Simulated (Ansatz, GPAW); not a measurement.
# Ballistic transport through biphenyl-4,4'-dithiol between two Cu chains, from relaxation to T(E), part 2 of 3

How well does biphenyl-4,4'-dithiol between two Cu chains conduct once its atoms have relaxed, and how much do cheaper levels lose?

GPAW 26.7.0 and Ansatz 0.2.0; Ansatz plane waves; relaxation of the junction with the lead ends held; PAW set soft_1 (the session's first sound run).

So far, transmission at the Fermi level (one spin): step 3 (plane-wave reference (PBE)) 0.852. Also open channels of the lead at the Fermi level (one spin): step 3 1.

### 4. GPAW, dzp

The script solves lead and junction separately, takes H and S in the orbital basis, and joins semi-infinite leads through their self-energies; the dzp basis is the working standard.

This step: GPAW LCAO, PAW setups; Landauer transmission from Green's functions with principal layers (ASE), zero bias (GPAW 26.7.0).

run.py

```python
import json
import numpy as np
from ase import Atoms
from ase.transport.calculators import TransportCalculator
from gpaw import GPAW, FermiDirac
from gpaw.lcao.tools import get_lcao_hamiltonian
from scipy.linalg import eigh

# The junction with lead layers at both ends, along the third cell vector
device = Atoms(
    ['Cu', 'Cu', 'Cu', 'Cu', 'Cu', 'Cu', 'S', 'H', 'C', 'H', 'C', 'C', 'C', 'C', 'H', 'C', 'H', 'H', 'C', 'C', 'H', 'C', 'C', 'H', 'C', 'C', 'H', 'S', 'Cu', 'Cu', 'Cu', 'Cu', 'Cu', 'Cu'],
    positions=[
        [6.22809, 5.35267, 1.15000],
        [6.22809, 5.35267, 3.45000],
        [6.22809, 5.35267, 5.75000],
        [6.22809, 5.35267, 8.05000],
        [6.49544, 4.29895, 10.13689],
        [5.91720, 5.18198, 12.23572],
        [4.69429, 5.14560, 13.98934],
        [7.41609, 5.51690, 15.29421],
        [5.31792, 5.08218, 15.62247],
        [3.32711, 4.62378, 16.34120],
        [6.64992, 5.30782, 16.04096],
        [4.35728, 4.82421, 16.63630],
        [6.98666, 5.28834, 17.38827],
        [4.70061, 4.82382, 17.97691],
        [8.02073, 5.49973, 17.66147],
        [6.02918, 5.05576, 18.41058],
        [3.92433, 4.60253, 18.70958],
        [8.49042, 4.58475, 19.53122],
        [6.38873, 5.04957, 19.83594],
        [7.71654, 4.80700, 20.26632],
        [4.39974, 5.49726, 20.59042],
        [5.43346, 5.28043, 20.86069],
        [8.06204, 4.79976, 21.60640],
        [9.09140, 4.59183, 21.89911],
        [5.77240, 5.29114, 22.20784],
        [7.10412, 5.05881, 22.62224],
        [5.00859, 5.50056, 22.95714],
        [7.73287, 5.12156, 24.25429],
        [6.51660, 5.15609, 26.01085],
        [5.95138, 4.25494, 28.10229],
        [6.22809, 5.35267, 30.15966],
        [6.22809, 5.35267, 32.45966],
        [6.22809, 5.35267, 34.75966],
        [6.22809, 5.35267, 37.05966]],
    cell=[[12.45617, 0.0, 0.0], [0.0, 10.70535, 0.0], [0.0, 0.0, 38.20966]],
    pbc=True)

# One principal layer of the lead: the first 3 atoms of the device
lead = Atoms(
    ['Cu', 'Cu', 'Cu'],
    positions=[
        [6.22809, 5.35267, 1.15000],
        [6.22809, 5.35267, 3.45000],
        [6.22809, 5.35267, 5.75000]],
    cell=[[12.45617, 0.0, 0.0], [0.0, 10.70535, 0.0], [0.0, 0.0, 6.9]],
    pbc=True)

settings = dict(mode='lcao', basis='dzp', xc='PBE', h=0.2,
                occupations=FermiDirac(0.1), maxiter=250,
                mixer=dict(beta=0.1, nmaxold=8, weight=100.0),
                convergence=dict(density=0.0001))
energies = np.arange(-2, 2 + 1e-9, 0.025)
eta = 0.0001
n1, n2 = 1, 1
# k and -k transmit alike, so half of the mesh across the current serves
mesh = [(i, j) for i in range(n1) for j in range(n2) if (i, j) <= (-i % n1, -j % n2)]
weights = np.array([1 if (i, j) == (-i % n1, -j % n2) else 2 for i, j in mesh]) / (n1 * n2)

# [... helper functions left out ...]
fermi_lead = ground_state(lead, (1, 1, 16), 'lead.txt')
fermi_device = ground_state(device, (1, 1, 2), 'device.txt')
# [... loop over the mesh left out, but for ...]
        # Shift the lead onto the potential of the device's first layer
        shift = ((H[:, 0, 0] - H0[:, 0, 0]) / S0[0, 0]).real.mean()
# [...]
kT = 8.617333e-5 * 300
bias = [0.1, 0.2, 0.5, 1.0, 1.5, 2.0]
# [... integrals and printing left out ...]
```

Started as:

```bash
$ OMP_NUM_THREADS=1 OPENBLAS_NUM_THREADS=1 python run.py
```

Elapsed: 2.3 min, on 1 thread of Arm Neoverse V2, shared host; peak memory 1.7 GiB.

Numbers from this step:

| Quantity | Value |
| --- | --- |
| conductance | 0.5941 G₀ |
| largest coupling past the next principal layer | 4.59e-5 eV |
| largest misfit of the first principal layer | 0.05232 eV |
| shift that aligns the lead | -0.01444 eV |
| basis functions of the junction | 402 |
| basis functions of a principal layer | 45 |
| transmission at the Fermi level (one spin) | 0.7478 |

One spin. Transmission, zone mean against energy, zero at the Fermi level:

energy (eV), transmission, zone mean and a bar:
```
   -2.000      0.506 ###############
   -1.900      0.850 ##########################
   -1.800      0.989 ##############################
   -1.775      0.996 ##############################
   -1.700      0.793 ########################
   -1.650      0.985 ##############################
   -1.600      0.854 ##########################
   -1.500      0.882 ###########################
   -1.450      0.982 ##############################
   -1.400      0.066 ##
   -1.300      0.064 ##
   -1.200      0.005 
   -1.100      0.079 ##
   -1.000      0.169 #####
   -0.900      0.208 ######
   -0.800      0.173 #####
   -0.700      0.628 ###################
   -0.600      0.368 ###########
   -0.525      0.964 #############################
   -0.500      0.900 ###########################
   -0.400      0.267 ########
   -0.300      0.187 ######
   -0.200      0.237 #######
   -0.100      0.413 ############
   -0.025      0.994 ##############################
    0.000      0.748 #######################
    0.100      0.074 ##
    0.200      0.017 
    0.300      0.006 
    0.400      0.003 
    0.500      0.001 
    0.600      0.001 
    0.700      0.000 
    0.800      0.000 
    0.900      0.000 
    1.000      0.000 
    1.100      0.000 
    1.200      0.000 
    1.300      0.000 
    1.400      0.000 
    1.500      0.000 
    1.600      0.000 
    1.700      0.000 
    1.800      0.000 
    1.900      0.000 
    2.000      0.000
```

Crossings of the lead's bands, unfolded to its shortest repeat. Table of open channels, zone mean by energy, zero at the Fermi level:

```csv
energy (eV),"open channels, zone mean"
-2.000,1
-1.900,1
-1.800,1
-1.700,3
-1.600,3
-1.500,3
-1.400,3
-1.300,3
-1.200,4
-1.100,4
-1.000,4
-0.900,4
-0.800,6
-0.700,6
-0.600,6
-0.500,4
-0.400,4
-0.300,4
-0.200,3
-0.100,1
0.000,1
0.100,1
0.200,1
0.300,1
0.400,1
0.500,1
0.600,1
0.700,1
0.800,1
0.900,1
1.000,1
1.100,1
1.200,1
1.300,1
1.400,1
1.500,1
1.600,1
1.700,1
1.800,1
1.900,1
2.000,1
```

Not self-consistent under bias; the bias window is split evenly. The current through one cell, from the zero-bias transmission by bias:

| bias (V) | current through one cell, from the zero-bias transmission (μA) |
| --- | --- |
| 0.100 | 4.31 |
| 0.200 | 7.35 |
| 0.500 | 11.6 |
| 1.000 | 18.5 |
| 1.500 | 28.8 |
| 2.000 | 32.9 |

Transmission of the three most open eigenchannels against energy, zero at the Fermi level:

| energy (eV) | channel 1 | channel 2 | channel 3 |
| --- | --- | --- | --- |
| -2.000 | 0.506 | 0 | 0 |
| -1.900 | 0.850 | 0 | 0 |
| -1.800 | 0.989 | 0 | 0 |
| -1.700 | 0.793 | 1.2e-4 | 2.9e-9 |
| -1.600 | 0.854 | 1.2e-5 | 6.0e-9 |
| -1.500 | 0.882 | 3.4e-6 | 8.3e-10 |
| -1.400 | 0.0641 | 0.00207 | 7.7e-11 |
| -1.300 | 0.0635 | 7.2e-5 | 1.1e-6 |
| -1.200 | 0.00395 | 8.3e-4 | 8.0e-6 |
| -1.100 | 0.0788 | 6.2e-4 | 1.5e-5 |
| -1.000 | 0.169 | 9.7e-5 | 9.7e-6 |
| -0.900 | 0.208 | 1.8e-5 | 6.8e-6 |
| -0.800 | 0.173 | 2.0e-4 | 5.0e-5 |
| -0.700 | 0.627 | 7.1e-5 | 3.0e-6 |
| -0.600 | 0.368 | 5.9e-5 | 1.1e-6 |
| -0.500 | 0.900 | 7.6e-6 | 4.8e-7 |
| -0.400 | 0.267 | 5.1e-7 | 3.6e-8 |
| -0.300 | 0.187 | 7.7e-8 | 9.6e-9 |
| -0.200 | 0.237 | 1.2e-8 | 1.7e-9 |
| -0.100 | 0.413 | 0 | 0 |
| 0.000 | 0.748 | 0 | 0 |
| 0.100 | 0.0735 | 0 | 0 |
| 0.200 | 0.0165 | 0 | 0 |
| 0.300 | 0.00582 | 0 | 0 |
| 0.400 | 0.00259 | 0 | 0 |
| 0.500 | 0.00134 | 0 | 0 |
| 0.600 | 7.8e-4 | 0 | 0 |
| 0.700 | 4.9e-4 | 0 | 0 |
| 0.800 | 3.3e-4 | 0 | 0 |
| 0.900 | 2.4e-4 | 0 | 0 |
| 1.000 | 1.8e-4 | 0 | 0 |
| 1.100 | 1.4e-4 | 0 | 0 |
| 1.200 | 1.2e-4 | 0 | 0 |
| 1.300 | 1.0e-4 | 0 | 0 |
| 1.400 | 9.0e-5 | 0 | 0 |

At the Fermi level T is 0.748 against 0.852 in plane waves. Couplings past the next layer reach 4.6e-5 eV, small enough to drop; the matrix elements of the cell's first layer differ from the bulk lead's by up to 0.052 eV. That layer keeps its own values in the calculation, and only beyond it is the lead taken as perfect. The Fermi levels of lead and junction count from different zeros of potential, one for each periodic cell; with both set to zero, the small remaining shift is what aligns them. By hand: G = 0.5941 × 77.48 μS = 46.0 μS, a resistance of 21.7 kΩ; at 0.1 V a linear junction would pass 4.60 μA, and the integral over the bias window gives 4.31 μA.

### 5. GPAW, szp: basis = "szp(dzp)"

One radial function a shell plus polarisation makes the matrices smaller; the question is what that costs.

run.py: that of step 4 with these lines changed.

```diff
@@ -59,3 +59,3 @@
 
-settings = dict(mode='lcao', basis='dzp', xc='PBE', h=0.2,
+settings = dict(mode='lcao', basis='szp(dzp)', xc='PBE', h=0.2,
                 occupations=FermiDirac(0.1), maxiter=250,
```

Elapsed: 2.1 min, on 1 thread; peak memory 1.7 GiB.

Numbers from this step:

```yaml
conductance: 0.3996 G₀
largest_coupling_past_the_next_principal_layer: 4.61e-5 eV
largest_misfit_of_the_first_principal_layer: 0.04826 eV
shift_that_aligns_the_lead: -0.009756 eV
basis_functions_of_the_junction: 266
basis_functions_of_a_principal_layer: 27
transmission_at_the_fermi_level_one_spin: 0.3150
```

One spin. The transmission, zone mean by energy, zero at the Fermi level:

| energy (eV) | transmission, zone mean |
| --- | --- |
| -2.000 | 0.811 |
| -1.900 | 0.977 |
| -1.875 | 0.995 |
| -1.800 | 0.826 |
| -1.700 | 0.411 |
| -1.650 | 0.656 |
| -1.600 | 0.336 |
| -1.500 | 0.297 |
| -1.400 | 0.147 |
| -1.300 | 0.0332 |
| -1.200 | 0.00122 |
| -1.100 | 0.0182 |
| -1.000 | 0.148 |
| -0.900 | 0.182 |
| -0.800 | 0.145 |
| -0.700 | 0.250 |
| -0.600 | 0.375 |
| -0.500 | 0.954 |
| -0.450 | 0.798 |
| -0.400 | 0.323 |
| -0.300 | 0.229 |
| -0.200 | 0.331 |
| -0.100 | 0.745 |
| -0.075 | 0.952 |
| 0.000 | 0.315 |
| 0.100 | 0.0415 |
| 0.200 | 0.0115 |
| 0.300 | 0.00450 |
| 0.400 | 0.00217 |
| 0.500 | 0.00120 |
| 0.600 | 7.4e-4 |
| 0.700 | 5.0e-4 |
| 0.800 | 3.6e-4 |
| 0.900 | 2.7e-4 |
| 1.000 | 2.2e-4 |
| 1.100 | 1.9e-4 |
| 1.200 | 1.7e-4 |
| 1.300 | 1.6e-4 |
| 1.400 | 1.6e-4 |
| 1.500 | 1.7e-4 |
| 1.600 | 2.0e-4 |
| 1.700 | 2.4e-4 |
| 1.800 | 3.3e-4 |
| 1.900 | 5.2e-4 |
| 2.000 | 0.00106 |

The conductance, 0.400 G₀, lies 33 % below that of the dzp run.

### 6. Minimal basis

The minimal basis is the cheapest rung: no second zeta and no polarisation.

run.py: that of step 5 with these lines changed.

```diff
@@ -59,3 +59,3 @@
 
-settings = dict(mode='lcao', basis='szp(dzp)', xc='PBE', h=0.2,
+settings = dict(mode='lcao', basis='sz(dzp)', xc='PBE', h=0.2,
                 occupations=FermiDirac(0.1), maxiter=250,
```

It took 79 s on 1 thread; peak memory 1.6 GiB.

This step gave:

| Property | Result |
| --- | --- |
| conductance | 0.2145 G₀ |
| largest coupling past the next principal layer | 4.64e-5 eV |
| largest misfit of the first principal layer | 0.04455 eV |
| shift that aligns the lead | -0.01514 eV |
| basis functions of the junction | 136 |
| basis functions of a principal layer | 18 |
| transmission at the Fermi level (one spin) | 0.1218 |

One spin. The transmission, zone mean by energy, zero at the Fermi level:

energy (eV), log10 transmission, zone mean and a bar from the least value:
```
   -2.000        0.0 ##############################
   -1.800       -0.3 ############################
   -1.600       -0.9 ########################
   -1.400       -1.8 ################
   -1.200       -2.4 #############
   -1.000       -1.0 #######################
   -0.950       -0.9 ########################
   -0.800       -1.3 #####################
   -0.650       -0.2 ############################
   -0.600       -0.3 ############################
   -0.500        0.0 ##############################
   -0.450       -0.1 #############################
   -0.400       -0.6 ##########################
   -0.200       -0.6 ##########################
   -0.100        0.0 ##############################
    0.000       -0.9 #######################
    0.200       -2.2 #############
    0.400       -2.9 ########
    0.600       -3.4 #####
    0.800       -3.7 ###
    1.000       -3.9 #
    1.200       -4.0 
    1.400       -4.1 
    1.600       -4.0 #
    1.800       -3.8 ##
    2.000       -3.3 ######
```

The conductance, 0.215 G₀, lies 64 % below that of the dzp run.

### 7. LDA in the dzp basis: xc = "LDA"

Back in the dzp basis, the functional changes from PBE to LDA, to set the spread between functionals beside that between bases.

run.py: that of step 6 with these lines changed.

```diff
@@ -59,3 +59,3 @@
 
-settings = dict(mode='lcao', basis='sz(dzp)', xc='PBE', h=0.2,
+settings = dict(mode='lcao', basis='dzp', xc='LDA', h=0.2,
                 occupations=FermiDirac(0.1), maxiter=250,
```

It took 2 min on 1 thread; peak memory 1.7 GiB.

Numbers from this step:

```yaml
conductance: 0.6180 G₀
largest_coupling_past_the_next_principal_layer: 3.59e-5 eV
largest_misfit_of_the_first_principal_layer: 0.05455 eV
shift_that_aligns_the_lead: -0.01675 eV
basis_functions_of_the_junction: 402
basis_functions_of_a_principal_layer: 45
transmission_at_the_fermi_level_one_spin: 0.8631
```

The conductance, 0.618 G₀, lies 4.0 % above that of the dzp run.

### 8. The structure as built: geometry = "as built"

The dzp basis with PBE on the structure as first built shows what the relaxation was worth.

run.py: that of step 7 with these lines changed.

```diff
@@ -16,28 +16,28 @@
         [6.22809, 5.35267, 8.05000],
-        [6.49544, 4.29895, 10.13689],
-        [5.91720, 5.18198, 12.23572],
-        [4.69429, 5.14560, 13.98934],
-        [7.41609, 5.51690, 15.29421],
-        [5.31792, 5.08218, 15.62247],
-        [3.32711, 4.62378, 16.34120],
-        [6.64992, 5.30782, 16.04096],
-        [4.35728, 4.82421, 16.63630],
-        [6.98666, 5.28834, 17.38827],
-        [4.70061, 4.82382, 17.97691],
-        [8.02073, 5.49973, 17.66147],
-        [6.02918, 5.05576, 18.41058],
-        [3.92433, 4.60253, 18.70958],
-        [8.49042, 4.58475, 19.53122],
-        [6.38873, 5.04957, 19.83594],
-        [7.71654, 4.80700, 20.26632],
-        [4.39974, 5.49726, 20.59042],
-        [5.43346, 5.28043, 20.86069],
-        [8.06204, 4.79976, 21.60640],
-        [9.09140, 4.59183, 21.89911],
-        [5.77240, 5.29114, 22.20784],
-        [7.10412, 5.05881, 22.62224],
-        [5.00859, 5.50056, 22.95714],
-        [7.73287, 5.12156, 24.25429],
-        [6.51660, 5.15609, 26.01085],
-        [5.95138, 4.25494, 28.10229],
+        [6.22809, 5.35267, 10.35000],
+        [6.22809, 5.35267, 12.65000],
+        [4.36920, 5.15660, 14.00728],
+        [6.56319, 6.26803, 15.58696],
+        [4.86495, 4.93241, 15.70028],
+        [3.25000, 3.57145, 16.15776],
+        [5.97907, 5.59815, 16.21284],
+        [4.12434, 4.09612, 16.53604],
+        [6.35472, 5.41876, 17.54919],
+        [4.50131, 3.91906, 17.87203],
+        [7.22134, 5.95834, 17.92697],
+        [5.62337, 4.57606, 18.40181],
+        [3.91314, 3.25000, 18.49745],
+        [8.05640, 3.80223, 19.36600],
+        [6.01886, 4.39030, 19.80733],
+        [7.32195, 3.99244, 20.14641],
+        [4.08636, 4.91893, 20.62953],
+        [5.10419, 4.60307, 20.85139],
+        [7.69857, 3.81506, 21.48248],
+        [8.71430, 3.49967, 21.70975],
+        [5.47898, 4.42776, 22.18852],
+        [6.78002, 4.03791, 22.50867],
+        [4.74124, 4.59740, 22.96865],
+        [7.26960, 3.80107, 24.20177],
+        [6.22809, 5.35267, 25.55966],
+        [6.22809, 5.35267, 27.85966],
         [6.22809, 5.35267, 30.15966],
@@ -59,3 +59,3 @@
 
-settings = dict(mode='lcao', basis='dzp', xc='LDA', h=0.2,
+settings = dict(mode='lcao', basis='dzp', xc='PBE', h=0.2,
                 occupations=FermiDirac(0.1), maxiter=250,
```

Wall time 2.5 min (1 thread); peak memory 1.7 GiB.

Numbers from this step:

```
conductance                                    : 0.07168 G₀
largest coupling past the next principal layer : 4.59e-5 eV
largest misfit of the first principal layer    : 0.02218 eV
shift that aligns the lead                     : -1.65e-4 eV
transmission at the Fermi level (one spin)     : 0.04658
```

The conductance, 0.0717 G₀, lies a factor of 8.3 below that of the dzp run.

### 9. The ladder

Times are wall times on the hardware named with each run. The series side by side:

```
no.      run  conductance (G₀)     time  memory (GiB)
  1   pw PBE            0.6520    4.1 h           6.0
  2      dzp            0.5941  2.3 min           1.7
  3      szp            0.3996  2.1 min           1.7
  4       sz            0.2145     79 s           1.6
  5  dzp LDA            0.6180    2 min           1.7
  6  asbuilt           0.07168  2.5 min           1.7
```

### 10. The levels side by side

The curves are compared point by point over the common energies.

This step: comparison of transmission and cost over codes, levels and geometry; PAW set soft_1 (GPAW 26.7.0).

Ladder, by row:

| step | code | T at the Fermi level (sum over the listed spins) | conductance (G0) | r.m.s. T(E) from the first | wall time (s) | peak memory (GiB) | threads |
| --- | --- | --- | --- | --- | --- | --- | --- |
| pw-pbe | Ansatz | 0.8516 | 0.652 | 0 | 14794 | 5.957 | 4 |
| dzp | GPAW | 0.7478 | 0.5941 | 0.1066 | 140.4 | 1.74 | 1 |
| szp | GPAW | 0.315 | 0.3996 | 0.2043 | 124.3 | 1.71 | 1 |
| sz | GPAW | 0.1218 | 0.2145 | 0.287 | 79.43 | 1.64 | 1 |
| dzp-LDA | GPAW | 0.8631 | 0.618 | 0.1167 | 120.3 | 1.74 | 1 |
| asbuilt | GPAW | 0.04658 | 0.07168 | 0.3774 | 151.3 | 1.74 | 1 |

The transmission, zone mean, sum over the listed spins by energy, zero at the Fermi level:

| energy (eV) | pw-pbe | dzp | szp | sz | dzp-LDA | asbuilt |
| --- | --- | --- | --- | --- | --- | --- |
| -2.000 | 0.943 | 0.506 | 0.811 | 0.984 | 0.691 | 0.130 |
| -1.875 | 0.991 | 0.889 | 0.995 | 0.640 | 0.912 | 0.171 |
| -1.800 | 0.970 | 0.989 | 0.826 | 0.467 | 0.996 | 0.00452 |
| -1.775 | 0.996 | 0.996 | 0.747 | 0.367 | 0.987 | 5.7e-4 |
| -1.650 | 1.000 | 0.985 | 0.656 | 0.153 | 0.906 | 0.383 |
| -1.600 | 0.973 | 0.854 | 0.336 | 0.130 | 0.712 | 0.293 |
| -1.400 | 0.203 | 0.0662 | 0.147 | 0.0143 | 0.0699 | 0.891 |
| -1.200 | 0.0142 | 0.00479 | 0.00122 | 0.00442 | 0.0135 | 0.166 |
| -1.000 | 0.178 | 0.169 | 0.148 | 0.104 | 0.138 | 0.0251 |
| -0.800 | 0.539 | 0.173 | 0.145 | 0.0530 | 0.128 | 0.0228 |
| -0.775 | 0.580 | 0.153 | 0.161 | 0.0450 | 0.124 | 0.0255 |
| -0.600 | 0.378 | 0.368 | 0.375 | 0.486 | 0.333 | 0.0865 |
| -0.500 | 0.987 | 0.900 | 0.954 | 0.988 | 0.825 | 0.102 |
| -0.400 | 0.282 | 0.267 | 0.323 | 0.278 | 0.249 | 0.881 |
| -0.200 | 0.251 | 0.237 | 0.331 | 0.275 | 0.220 | 0.540 |
| -0.100 | 0.371 | 0.413 | 0.745 | 0.969 | 0.350 | 0.464 |
| -0.025 | 0.991 | 0.994 | 0.591 | 0.236 | 0.968 | 0.0685 |
| 0.000 | 0.852 | 0.748 | 0.315 | 0.122 | 0.863 | 0.0466 |
| 0.200 | 0.0231 | 0.0165 | 0.0115 | 0.00563 | 0.0175 | 0.00871 |
| 0.400 | 0.00390 | 0.00259 | 0.00217 | 0.00115 | 0.00265 | 0.00354 |
| 0.600 | 0.00127 | 7.8e-4 | 7.4e-4 | 4.0e-4 | 7.8e-4 | 0.00190 |
| 0.800 | 5.9e-4 | 3.3e-4 | 3.6e-4 | 1.9e-4 | 3.3e-4 | 0.00122 |
| 1.000 | 3.6e-4 | 1.8e-4 | 2.2e-4 | 1.2e-4 | 1.8e-4 | 8.9e-4 |
| 1.200 | 2.6e-4 | 1.2e-4 | 1.7e-4 | 9.0e-5 | 1.2e-4 | 7.3e-4 |
| 1.400 | 2.3e-4 | 9.0e-5 | 1.6e-4 | 8.4e-5 | 9.2e-5 | 6.5e-4 |
| 1.600 | 2.3e-4 | 8.0e-5 | 2.0e-4 | 9.9e-5 | 8.2e-5 | 6.3e-4 |
| 1.800 | 2.6e-4 | 8.1e-5 | 3.3e-4 | 1.6e-4 | 8.5e-5 | 6.6e-4 |
| 2.000 | 2.9e-4 | 9.7e-5 | 0.00106 | 5.0e-4 | 1.0e-4 | 7.6e-4 |

(Continued in part 3 of 3.)

[Logs are printed without paths, hosts, clocks, repeated set-up lines and the standing remarks that a program may print on its own settings, such as how far it seeks lower states.]

[Hosts, paths, dates, database ids (printed as entryN), source tags and the programs' standing remarks are cut or masked in the printed files.]
